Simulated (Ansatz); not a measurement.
# Ca2H3F (built on the sites of a database entry of Ca2H3Br): from the cell to its phonons

Aim: the vibrations of Ca2H3F (built on the sites of a database entry of Ca2H3Br), their spectra, and whether the structure is stable.

Calculated with Ansatz 0.2.0; DFT RPBE, scalar-relativistic, plane waves, PAW.

The structure was built from a prototype and need not be the compound's stable phase.

## (1) The starting structure

The structure is trigonal, space group P-3m1 (No. 164). The conventional cell has a = 3.771 Å, b = 3.771 Å, c = 6.621 Å, α = 90.00°, β = 90.00°, γ = 120.00°. Ca has 7 H at 2.19 to 2.50 Å and 3 F at 3.01 Å nearest. Nearest to H lie 4 Ca at 2.19 to 2.22 Å. Nearest to H lie 6 H at 2.39 Å and 6 Ca at 2.50 Å. Nearest to F lie 6 Ca at 3.01 Å. Farther neighbours and most contacts between anions are not listed.

## (2) Coarse relaxation

The start is far from rest, so a relaxation with loose tolerances brings it close first.

input.yaml reads:

```yaml
crystal:
  lattice:
    - [3.77067, 0.0, 0.0]
    - [-1.88534, 3.2655, 0.0]
    - [0.0, 0.0, 6.62127]
  atoms:
    - { symbol: Ca, position: [0.66666667, 0.33333333, 0.18575608] }
    - { symbol: Ca, position: [0.33333333, 0.66666667, 0.81424392] }
    - { symbol: H, position: [0.66666667, 0.33333333, 0.85047583] }
    - { symbol: H, position: [0.33333333, 0.66666667, 0.14952417] }
    - { symbol: H, position: [0.0, 0.0, 0.0] }
    - { symbol: F, position: [0.0, 0.0, 0.5] }
kpoints:
  mp_grid: { grid: [6, 6, 4] }
hamiltonian:
  xc: rpbe
scf:
  occupations: { method: gaussian, width: 0.1 }
output:
  forces: true
  stress: true
  eigenvalues: true
relax:
  adjacent_minimum: "off"
  f_tol: 0.05
  max_steps: 80
  cell: { stress_tol: 0.5 }
```

Command:

```sh
$ ansatz run input.yaml --threads 8 --pin off --max-ram 14336MiB --backend cpu --events-out ev --progress --plain --runs-dir out
```

Numbers of over 12 decimals in the logs are rounded to 6 here.

What it wrote:

```text
The last accepted step is kept in <dir> (removed where the run ends without a failure and the disk answers)
Engine: ansatz 0.2.0, aarch64-unknown-linux-gnu
Pseudopotentials: kind: paw
Pseudopotential: Ca, paw, valence charge 10, recommended cutoff 420 eV (normal), Ca.paw.azcp
Pseudopotential: H, paw, valence charge 1, recommended cutoff 420 eV (normal), H.paw.azcp
[...]
- [-1.897797, 3.287074, -6.596560960935348e-18]
    - [-1.1583522934258558e-17, -2.006325025277515e-17, 5.951507]
  atoms:
    - { symbol: Ca, position: [0.666667, 0.333333, 0.224246] }
    - { symbol: Ca, position: [0.333333, 0.666667, 0.775754] }
    - { symbol: H, position: [0.666667, 0.333333, 0.814209] }
    - { symbol: H, position: [0.333333, 0.666667, 0.185791] }
    - { symbol: H, position: [0, 0, -1.4191263652150876e-18] }
    - { symbol: F, position: [0, 0, 0.5] }
[key lines of the parts left out:]
SCF converged after 4 iterations
Free energy (F): -4505.507800 eV
Fermi energy:    7.870811 eV
P = ⅓ Tr σ = -0.3226 GPa (-3.226 kbar)
```

Wall time 2.7 s (8 threads of Arm Neoverse V2, shared host); peak memory 0.4 GiB; 16 s of CPU time.

Step by step:

```tsv
step	energy less that of the first step (eV)	largest force component (eV/Å)	pressure (GPa)	volume (Å³)
1	0.0000	1.4390	0.11	81.53
2	-0.2570	0.3164	-2.72	81.35
3	-0.3939	0.1266	-1.96	78.50
4	-0.4416	0.0528	-0.66	74.96
5	-0.4479	0.0489	-0.23	74.25
6*	-0.4439	0.0483	-0.32	74.25
```

Relaxation steps marked * repeat the geometry before them on a plane-wave basis chosen anew for their cell, so energy and pressure can jump there.

Forces are held to the 12 operations that the run works with; a distortion that breaks them can't arise in this run.

```tsv
conventional cell, symmetrised	before	after	change
a (Å)	3.771	3.796	+0.7 %
b (Å)	3.771	3.796	+0.7 %
c (Å)	6.621	5.952	-10.1 %
volume (Å³/atom)	13.59	12.38	-8.9 %
```

The atoms that moved most (Å, as changes of fractional coordinates times the final cell):

```tsv
atom	dx	dy	dz	length
Ca2	0.000	0.000	-0.229	0.229
Ca1	0.000	0.000	0.229	0.229
H3	0.000	0.000	-0.216	0.216
H4	0.000	0.000	0.216	0.216
```

The relaxed structure:

```xyz
6
Lattice="3.7956 0.0000 0.0000 -1.8978 3.2871 0.0000 0.0000 0.0000 5.9515" Properties=species:S:1:pos:R:3 pbc="T T T"
Ca    1.8978    1.0957    1.3346
Ca    0.0000    2.1914    4.6169
H     1.8978    1.0957    4.8458
H     0.0000    2.1914    1.1057
H     0.0000    0.0000    0.0000
F     0.0000    0.0000    2.9758
```

This step gave:

```
pressure           : -0.3226 GPa
gap on the k-mesh  : 1.682 eV
volume per atom    : 12.38 Å³
direct gap on mesh : 1.904 eV
```

In this step the volume went from 13.59 to 12.38 Å³/atom.

## (3) Bringing the structure to rest

Harmonic phonons are second derivatives at a point where the forces vanish, and they are wanted at zero stress, so atoms and cell are relaxed first.

input.yaml reads:

```yaml
crystal:
  lattice:
    - [3.7955882707, 2.9058e-06, 0.0]
    - [-1.8977966519, 3.2870744118, 0.0]
    - [0.0, 0.0, 5.9515071697]
  atoms:
    - { symbol: Ca, position: [0.6666666667, 0.3333333333, 0.2242458125] }
    - { symbol: Ca, position: [0.3333333333, 0.6666666667, 0.7757541875] }
    - { symbol: H, position: [0.6666666667, 0.3333333333, 0.8142090742] }
    - { symbol: H, position: [0.3333333333, 0.6666666667, 0.1857909258] }
    - { symbol: H, position: [0.0, 0.0, 0.0] }
    - { symbol: F, position: [0.0, 0.0, 0.5] }
kpoints:
  mp_grid: { grid: [9, 9, 4] }
hamiltonian:
  xc: rpbe
scf:
  occupations: { method: gaussian, width: 0.02 }
output:
  forces: true
  stress: true
  eigenvalues: true
  write_density: true
  write_potential: true
  elf: true
  volumetric_format: npy
relax:
  adjacent_minimum: "off"
  f_tol: 0.005
  max_steps: 80
  cell: { stress_tol: 0.05 }
```

What it wrote:

```text
[...]
Crystal: 6 atoms, lattice volume = 74.253 Å³
Basis set: ecut = 420 eV, 1459 PW (Γ), exchange–correlation on 54×54×80 points (8 copies of the dense FFT grid, shifted against one another)
Bands: 21, of which v1, the nominal top of the filled ones, is band 15 counted from 1 (14 counted from 0)
Symmetry: 12 space group operations
[...]
k-points: 43 of 324
[...]
SCF iter   1: F=—  HF=-4505.510026 eV  |F-HF|=—  |Δ(HF+E_count)|=         —  Δρ=5.57e-3  dr2=2.09e-2  ethr=1.77e-3  ⟨swp⟩=7.8  Hψ=5266  notcnv=0
[...]
SCF iter   7: F=-4505.508180 eV  HF=-4505.508180 eV  |F-HF|=3.39e-8  |Δ(HF+E_count)|=   4.88e-7  Δρ=7.21e-6  dr2=3.60e-8  ethr=3.33e-10  ⟨swp⟩=12.2  Hψ=6403  notcnv=0
SCF 1 converged in 7 iterations: F = -4505.508180 eV  dr2 = 3.60e-8
[...]
relax step   1: F+E_penalty+E_count = -4505.50817993 eV  Δ(F+E_penalty+E_count) = +0.000e0 eV  max|allowed force component| = 4.727e-2 eV/Å  Δτ_max = 0.0000 Å  P = -0.326 GPa  Ω = 74.253 Å³  (7 SCF iters, dr2 threshold 1.00e-7 eV, accepted)
Crystal: 6 atoms, lattice volume = 73.583 Å³
[...]
SCF iter   6: F=-4505.505851 eV  HF=-4505.505851 eV  |F-HF|=3.37e-8  |Δ(HF+E_count)|=   2.22e-6  Δρ=6.42e-6  dr2=5.74e-8  ethr=1.28e-9  ⟨swp⟩=10.3  Hψ=6338  notcnv=0
SCF 2 converged in 6 iterations: F = -4505.505851 eV  dr2 = 5.74e-8
relax step   2: F+E_penalty+E_count = -4505.50585132 eV  Δ(F+E_penalty+E_count) = +2.329e-3 eV  max|allowed force component| = 1.764e-1 eV/Å  Δτ_max = 0.0290 Å  P = -0.056 GPa  Ω = 73.583 Å³  energy of the carried Pulay correction = +9.151e-4 eV  (6 SCF iters, dr2 threshold 3.83e-7 eV, rejected (line search))
Crystal: 6 atoms, lattice volume = 73.684 Å³
[...]
SCF iter   8: F=-4505.509924 eV  HF=-4505.509924 eV  |F-HF|=1.46e-11  |Δ(HF+E_count)|=   1.40e-9  Δρ=1.14e-7  dr2=1.14e-11  ethr=1.00e-12  ⟨swp⟩=6.0  Hψ=3903  notcnv=0
SCF 3 converged in 8 iterations: F = -4505.509924 eV  dr2 = 1.14e-11
relax step   3: F+E_penalty+E_count = -4505.50992407 eV  Δ(F+E_penalty+E_count) = -1.744e-3 eV  max|allowed force component| = 5.566e-3 eV/Å  Δτ_max = 0.0075 Å  P = +0.013 GPa  Ω = 73.684 Å³  energy of the carried Pulay correction = +7.763e-4 eV  (8 SCF iters, accepted)
[...]
relax step   4: F+E_penalty+E_count = -4505.50996228 eV  Δ(F+E_penalty+E_count) = -3.821e-5 eV  max|allowed force component| = 3.344e-3 eV/Å  Δτ_max = 0.0035 Å  P = -0.014 GPa  Ω = 73.688 Å³  energy of the carried Pulay correction = +7.704e-4 eV  (7 SCF iters, dr2 threshold 1.94e-9 eV, accepted)
[...]
SCF iter   1: F=—  HF=-4505.509197 eV  |F-HF|=—  |Δ(HF+E_count)|=         —  Δρ=4.17e-5  dr2=2.11e-7  ethr=1.55e-6  ⟨swp⟩=2.6  Hψ=7338  notcnv=0
eigensolver tolerance schedule: the retry pair's looser diagonalisation over-reported the residual by 2200.67 of it (diagonalisation noise at an unbounded share of the residual, at the tolerance the schedule requests for it); recorded, not acted on — ethr = c·dr2/N_el stays at c = 1.0e-1
[...]
SCF iter   2: F=—  HF=-4505.509268 eV  |F-HF|=—  |Δ(HF+E_count)|=   7.15e-5  Δρ=1.91e-5  dr2=8.89e-8  ethr=7.04e-10  ⟨swp⟩=2.1  Hψ=1551  notcnv=0
[...]
SCF iter   6: F=-4505.509268 eV  HF=-4505.509268 eV  |F-HF|=7.28e-12  |Δ(HF+E_count)|=  4.49e-10  Δρ=1.18e-7  dr2=3.62e-12  ethr=1.00e-12  ⟨swp⟩=5.3  Hψ=3586  notcnv=0
SCF 5 converged in 6 iterations: F = -4505.509268 eV  dr2 = 3.62e-12
relax step   5: F+E_penalty+E_count = -4505.50926830 eV  Δ(F+E_penalty+E_count) = +6.940e-4 eV  max|allowed force component| = 3.375e-3 eV/Å  Δτ_max = 0.0000 Å  P = -0.031 GPa  Ω = 73.688 Å³  stress off target by 3.91e-2 GPa  SCF on the basis re-selected at this cell (its energy is not comparable with the rows above)  (6 SCF iters)
[...]
SCF converged after 6 iterations
Free energy (F): -4505.509268 eV
[...]
Internal energy: -4505.509268 eV  (E = F + TS)
E sigma→0 (E₀):  -4505.509268 eV
Fermi energy:    7.971701 eV
[...]
--- Forces (eV/Å), atoms counted from 1 ---
  atom   1  Ca    -0.00000000    -0.00000000    -0.00337459
  atom   2  Ca     0.00000000     0.00000000     0.00337459
  atom   3  H      0.00000000     0.00000000    -0.00325121
  atom   4  H     -0.00000000    -0.00000000     0.00325121
  atom   5  H     -0.00000000    -0.00000000     0.00000000
  atom   6  F      0.00000000    -0.00000000     0.00000000
  max |Σ_I F_I| component: 9.54e-18 eV/Å
--- Stress (GPa, compression-positive) ---
       -0.026515       0.000000      -0.000000
        0.000000      -0.026515      -0.000000
       -0.000000      -0.000000      -0.039080
  P = ⅓ Tr σ = -0.0307 GPa (-0.307 kbar)
--- Band table (eV; the first three rows and the last of 43) ---
  k-point 0: bands = [... 11 lower, 1.4132, 1.4132, 3.7378, 6.7767, 9.9812, 10.0665, 10.0665, 10.1881, ... 2 higher]
  k-point 1: bands = [... 11 lower, 1.4111, 1.5678, 3.4572, 6.9160, 9.5297, 9.8691, 9.8691, 10.3053, ... 2 higher]
  k-point 2: bands = [... 11 lower, 1.4090, 2.2252, 2.9579, 7.1108, 9.0294, 9.7408, 9.7408, 10.4043, ... 2 higher]
  k-point 42: bands = [... 11 lower, 1.2403, 3.5901, 3.5901, 3.8823, 9.2920, 9.2920, 10.5596, 11.3574, ... 2 higher]
--- Relaxed structure (4 steps of the walk, 3 accepted, 1 SCFs on fresh bases) ---
[...]
cell:  # Å, volume = 73.6884 Å³
    - [3.785751, 2.8982993571565172e-6, -3.5366522195746807e-19]
    - [-1.892878, 3.278555, 7.07329505978015e-19]
    - [-5.54550110579383e-19, 9.605055704505632e-19, 5.936963]
  atoms:
    - { symbol: Ca, position: [0.666667, 0.333333, 0.225819] }
    - { symbol: Ca, position: [0.333333, 0.666667, 0.774181] }
    - { symbol: H, position: [0.666667, 0.333333, 0.813406] }
    - { symbol: H, position: [0.333333, 0.666667, 0.186594] }
    - { symbol: H, position: [0, 0, 0] }
    - { symbol: F, position: [0, 0, 0.5] }
```

The job ended after 3.1 s (8 threads; peak memory 0.44 GiB).

The steps of the relaxation:

```tsv
step	energy less that of the first step (eV)	largest force component (eV/Å)	pressure (GPa)	volume (Å³)
1	0.0000	0.0473	-0.33	74.25
2	0.0023	0.1764	-0.06	73.58
3	-0.0017	0.0056	0.01	73.68
4	-0.0018	0.0033	-0.01	73.69
5*	-0.0011	0.0034	-0.03	73.69
```

Relaxation steps marked * repeat the geometry before them on a plane-wave basis chosen anew for their cell, so energy and pressure can jump there. Relaxation step 2 was tried and not accepted.

The run keeps the 12 symmetry operations that it works with, so distortions that break them were not tested.

```tsv
conventional cell, symmetrised	before	after	change
a (Å)	3.796	3.786	-0.3 %
b (Å)	3.796	3.786	-0.3 %
c (Å)	5.952	5.937	-0.2 %
volume (Å³/atom)	12.38	12.28	-0.8 %
```

The relaxed structure:

```cif
data_structure
_symmetry_space_group_name_H-M 'P 1'
_symmetry_Int_Tables_number 1
_cell_length_a 3.7858
_cell_length_b 3.7858
_cell_length_c 5.9370
_cell_angle_alpha 90.000
_cell_angle_beta 90.000
_cell_angle_gamma 120.000
_cell_volume 73.69
loop_
_atom_site_label
_atom_site_type_symbol
_atom_site_fract_x
_atom_site_fract_y
_atom_site_fract_z
_atom_site_occupancy
Ca1 Ca 0.66667 0.33333 0.22582 1
Ca2 Ca 0.33333 0.66667 0.77418 1
H3 H 0.66667 0.33333 0.81341 1
H4 H 0.33333 0.66667 0.18659 1
H5 H 0.00000 0.00000 0.00000 1
F6 F 0.00000 0.00000 0.50000 1
```

This step gave:

```yaml
pressure: -0.03070 GPa
gap_on_the_k_mesh: 1.722 eV
volume_per_atom: 12.28 Å³
direct_gap_on_mesh: 1.919 eV
```

ELF in the ac plane at fractional y = 0.333, with atoms of Ca and H within 0.2 Å of it. It is the smooth field of the valence electrons, not physical close to the nuclei.

Ten even steps from '_' (0.11 × 1e-1) to '@' (9.97 × 1e-1), each cell a mean:
```
....::........--++****==::..
__________..--##@@@@@@%%++..
__________..++@@@@@@@@@@##::
____....__..++@@@@@@@@@@##::
__......____++@@@@@@@@@@##..
____....____--%%@@@@@@@@++..
____________..**@@@@@@##--__
______________..++****--____
__........______..::..______
::------::..________________
::------::..________________
..::::::..________..________
______________::==**++--____
____________::++##%%%%**--__
____________++%%%%%%%%%%**::
__..::..__..**%%%%##%%%%##--
__..::::__..++%%%%##%%%%##::
__..::::..__--##%%%%%%%%++..
__..::....__..==######++::__
..::::::..______::--::..____
..::--::..__________________
```
Columns run along a (3.8 Å), rows up along c (5.9 Å). Atoms in or near the plane, at fractional coordinates: Ca at (0.67, 0.23), H at (0.67, 0.81).

Valence density in the ac plane at fractional y = 0.333, with atoms of Ca and H within 0.2 Å of it. It is the smooth field of the valence electrons, not physical close to the nuclei.

Values in e/Å³, 21 rows by 14 columns, each cell a mean:
```
0.1 0.1 0.1 0.1 0.1 0.1 0.1 0.1 0.2 0.2 0.2 0.1 0.1 0.1
0.1 0.1 0.1 0.1 0.1 0.1 0.1 0.2 0.3 0.4 0.3 0.2 0.1 0.1
0.1 0.1 0.1 0.1 0.1 0.1 0.2 0.3 0.6 0.9 0.8 0.4 0.2 0.1
0.1 0.2 0.2 0.2 0.1 0.1 0.2 0.4 0.9 1.5 1.2 0.5 0.2 0.1
0.1 0.2 0.2 0.2 0.1 0.1 0.2 0.3 0.7 1.0 0.9 0.4 0.2 0.1
0.1 0.1 0.2 0.2 0.1 0.1 0.1 0.2 0.3 0.4 0.4 0.2 0.1 0.1
0.1 0.1 0.1 0.1 0.1 0.1 0.1 0.1 0.2 0.2 0.2 0.1 0.1 0.1
0.1 0.1 0.1 0.1 0.1 0.1 0.0 0.1 0.1 0.1 0.1 0.1 0.1 0.0
0.1 0.1 0.1 0.1 0.1 0.1 0.0 0.0 0.0 0.0 0.0 0.0 0.0 0.0
0.1 0.1 0.2 0.1 0.1 0.1 0.0 0.0 0.0 0.0 0.0 0.0 0.0 0.1
0.1 0.1 0.2 0.1 0.1 0.1 0.0 0.0 0.0 0.0 0.0 0.0 0.0 0.1
0.1 0.1 0.1 0.1 0.1 0.1 0.0 0.1 0.1 0.1 0.1 0.1 0.0 0.1
0.1 0.1 0.1 0.1 0.1 0.1 0.1 0.2 0.4 0.5 0.4 0.2 0.1 0.1
0.1 0.1 0.1 0.1 0.1 0.1 0.2 0.6 1.3 1.8 1.6 0.9 0.3 0.1
0.1 0.1 0.1 0.1 0.1 0.1 0.6 1.7 3.7 4.8 4.3 2.4 0.9 0.3
0.1 0.1 0.1 0.1 0.1 0.2 0.9 2.6 5.1 6.4 5.9 3.6 1.4 0.4
0.1 0.1 0.1 0.1 0.1 0.2 0.8 2.4 4.9 6.2 5.7 3.4 1.3 0.4
0.1 0.1 0.1 0.1 0.1 0.1 0.5 1.4 3.1 4.1 3.7 2.0 0.8 0.2
0.1 0.1 0.1 0.1 0.1 0.1 0.2 0.5 1.2 1.6 1.4 0.8 0.3 0.1
0.1 0.1 0.1 0.1 0.1 0.1 0.1 0.1 0.3 0.3 0.3 0.2 0.1 0.1
0.1 0.1 0.1 0.1 0.1 0.1 0.1 0.1 0.1 0.1 0.1 0.1 0.1 0.1
```
Columns run along a (3.8 Å), rows up along c (5.9 Å). Atoms in or near the plane, at fractional coordinates: Ca at (0.67, 0.23), H at (0.67, 0.81).

Electrostatic potential energy in the ac plane at fractional y = 0.333, with atoms of Ca and H within 0.2 Å of it. With pseudopotentials it is smooth inside the atoms' cores, unlike the true potential.

Ten even steps from '0' (-47 eV) to '9' (9 eV), each cell a mean:
```
99999999999999
99999999999999
99899999856999
98888999513899
98888999746999
98888999999999
99889999999999
99999999999999
99999999999999
99999999999999
99999999999999
99999999888999
99999988777889
99999986434678
99999874100268
99999862000157
99999862000157
99999874101368
99999987544689
99999998878899
99999999999999
```
Columns run along a (3.8 Å; values clipped at the 3rd and 97th percentile), rows up along c (5.9 Å). Atoms in or near the plane, at fractional coordinates: Ca at (0.67, 0.23), H at (0.67, 0.81).

In this step the volume went from 12.38 to 12.28 Å³/atom.

## (4) Relaxing to small forces for the phonons

Phonons need a cell at rest on their own settings, so the relaxation is repeated with tight tolerances on forces and stress, using the mesh and the filling of the phonon run that follows.

input.yaml reads:

```yaml
crystal:
  lattice:
    - [3.7857506946, 2.8983e-06, 0.0]
    - [-1.8928778573, 3.2785548248, 0.0]
    - [0.0, 0.0, 5.9369629725]
  atoms:
    - { symbol: Ca, position: [0.6666666667, 0.3333333333, 0.22581922] }
    - { symbol: Ca, position: [0.3333333333, 0.6666666667, 0.77418078] }
    - { symbol: H, position: [0.6666666667, 0.3333333333, 0.8134062983] }
    - { symbol: H, position: [0.3333333333, 0.6666666667, 0.1865937017] }
    - { symbol: H, position: [0.0, 0.0, 0.0] }
    - { symbol: F, position: [0.0, 0.0, 0.5] }
kpoints:
  mp_grid: { grid: [9, 9, 4] }
hamiltonian:
  xc: rpbe
scf:
  occupations: { method: fixed }
output:
  forces: true
  stress: true
  eigenvalues: true
relax:
  adjacent_minimum: "off"
  f_tol: 0.001
  max_steps: 60
  cell: { stress_tol: 0.01 }
```

What it wrote:

```text
[...]
Crystal: 6 atoms, lattice volume = 73.688 Å³
Basis set: ecut = 420 eV, 1459 PW (Γ), exchange–correlation on 54×54×80 points (8 copies of the dense FFT grid, shifted against one another)
Bands: 21, of which v1, the nominal top of the filled ones, is band 15 counted from 1 (14 counted from 0)
Symmetry: 12 space group operations
[...]
k-points: 43 of 324
[...]
cell:  # Å, volume = 73.6253 Å³
    - [3.785465, 2.8980806215639966e-6, 0]
    - [-1.892735, 3.278308, 0]
    - [0, 1.7153584996997113e-19, 5.932775]
  atoms:
    - { symbol: Ca, position: [0.666667, 0.333333, 0.225889] }
    - { symbol: Ca, position: [0.333333, 0.666667, 0.774111] }
    - { symbol: H, position: [0.666667, 0.333333, 0.813053] }
    - { symbol: H, position: [0.333333, 0.666667, 0.186947] }
    - { symbol: H, position: [0, 0, 0] }
    - { symbol: F, position: [0, 0, 0.500000] }
[key lines of the parts left out:]
SCF converged after 5 iterations
Free energy (F): -4505.509292 eV
Fermi energy:    7.114075 eV
P = ⅓ Tr σ = 0.0015 GPa (0.015 kbar)
```

Elapsed: 3.4 s, on 8 threads; peak memory 0.43 GiB.

Little changed from the start: no atom moved by 0.005 Å and no cell edge by 0.1 %.

Numbers from this step:

- pressure: 0.001527 GPa
- gap on the k-mesh: 1.728 eV
- volume per atom: 12.27 Å³
- direct gap on mesh: 1.927 eV

The largest force component left is 0.44 meV/Å and the pressure is 0.002 GPa, within the tolerances set. The cell now holds 12.27 Å³/atom.

[end of part 1 of 3]

[Logs are printed without paths, hosts, clocks, repeated set-up lines and the standing remarks that a program may print on its own settings, such as how far it seeks lower states.]

[Hosts, paths, dates, database ids (printed as entryN), source tags and the programs' standing remarks are cut or masked in the printed files.]
